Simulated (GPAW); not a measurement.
Consider YSi2 (P6/mmm).

```cif
data_structure
_symmetry_space_group_name_H-M 'P 1'
_symmetry_Int_Tables_number 1
_cell_length_a 3.8500
_cell_length_b 3.8500
_cell_length_c 4.1400
_cell_angle_alpha 90.000
_cell_angle_beta 90.000
_cell_angle_gamma 120.000
_cell_volume 53.14
loop_
_atom_site_label
_atom_site_type_symbol
_atom_site_fract_x
_atom_site_fract_y
_atom_site_fract_z
_atom_site_occupancy
Y1 Y 0.00000 0.00000 0.00000 1
Si2 Si 0.66667 0.33333 0.50000 1
Si3 Si 0.33333 0.66667 0.50000 1
```

Absorber: atom 2, with 3 Si at 2.22 Å (trigonal planar, site symmetry -6m2). Method: GPAW, LDA, excited-electron core hole (neutral cell), 18-atom cell with 6.7 Å between holes, 5×5×4 k points, dipole transitions, Gaussian full width 0.9 eV up to 4 eV, rising linearly to 3.5 eV at 25 eV.

Q: Where do the maxima of the Si K edge fall?

Main maxima up to 24 eV above the zero (height): 5.0 eV (1.47), 6.6 eV (1.41) and 10.6 eV (1.15). A K edge sees empty p states on the absorber. The total-energy difference is 1843.29 eV. One term is added: -14.86 eV, since the hole is spin-paired here and a spin-polarised one costs that much less in the free atom (computed apart). The photon energy is then 1828.43 eV. The tabulated edge of the element is 1839 eV. The functional leaves an error in such absolute values: in the free atom LDA prices this hole 7.8 eV below PBE (computed apart), and PBE is itself good to a few eV.

The Si K spectrum (energy from the lowest empty level; intensity scaled to a mean of 1 over the first 20 eV; polarised curves are means over the symmetry-equivalent atoms):

```csv
E (eV),isotropic,ε ⊥ c,ε ∥ c
-2.0,0.00,0.00,0.00
-1.4,0.00,0.00,0.00
-0.8,0.01,0.02,0.01
-0.2,0.25,0.27,0.20
0.4,0.68,0.80,0.45
1.0,0.76,0.90,0.48
1.6,0.84,0.94,0.64
2.2,1.01,1.17,0.69
2.8,1.08,1.23,0.80
3.4,1.24,1.26,1.20
4.0,1.44,1.18,1.96
4.6,1.46,1.01,2.36
5.2,1.46,1.13,2.13
5.8,1.37,1.30,1.53
6.4,1.40,1.44,1.32
7.0,1.36,1.32,1.45
7.6,1.16,1.09,1.30
8.2,1.02,0.94,1.18
8.8,0.99,0.93,1.11
9.4,1.01,1.03,0.99
10.0,1.09,1.18,0.92
10.6,1.15,1.34,0.76
11.2,1.10,1.36,0.58
11.8,0.97,1.22,0.49
12.4,0.87,1.05,0.51
13.0,0.83,0.95,0.60
13.6,0.83,0.90,0.68
14.2,0.82,0.88,0.71
14.8,0.82,0.88,0.70
15.4,0.82,0.89,0.68
16.0,0.82,0.88,0.68
16.6,0.80,0.86,0.69
17.2,0.79,0.82,0.71
17.8,0.77,0.78,0.75
18.4,0.76,0.75,0.79
19.0,0.76,0.73,0.82
19.6,0.77,0.73,0.85
20.2,0.80,0.75,0.89
20.8,0.85,0.80,0.96
21.4,0.93,0.88,1.03
22.0,1.02,0.99,1.08
22.6,1.11,1.13,1.08
23.2,1.18,1.25,1.04
23.8,1.22,1.34,0.97
24.4,1.22,1.37,0.90
25.0,1.17,1.34,0.83
25.6,1.10,1.26,0.79
26.2,1.02,1.14,0.77
26.8,0.94,1.03,0.77
27.4,0.87,0.92,0.78
28.0,0.81,0.82,0.79
28.6,0.76,0.74,0.79
29.2,0.71,0.68,0.77
29.8,0.66,0.62,0.74
30.4,0.63,0.59,0.71
```

The structure is a published determination, not relaxed.

[Banner, clock and machine lines of the logs are left out without a mark of their own.]

[Logs are printed without paths, hosts, clocks, repeated set-up lines and the standing remarks that a program may print on its own settings, such as how far it seeks lower states.]

[Hosts, paths, dates, database ids (printed as entryN), source tags and the programs' standing remarks are cut or masked in the printed files.]

[Lists of maxima count a maximum above −3 eV only where it reaches 4 % of the highest in the window and stands out from its surroundings by 2 % of it (1.5 % where it reaches 55 %); shoulders and weaker maxima are passed over, and of the rest the first, up to two pre-edge ones and the few strongest are named.]
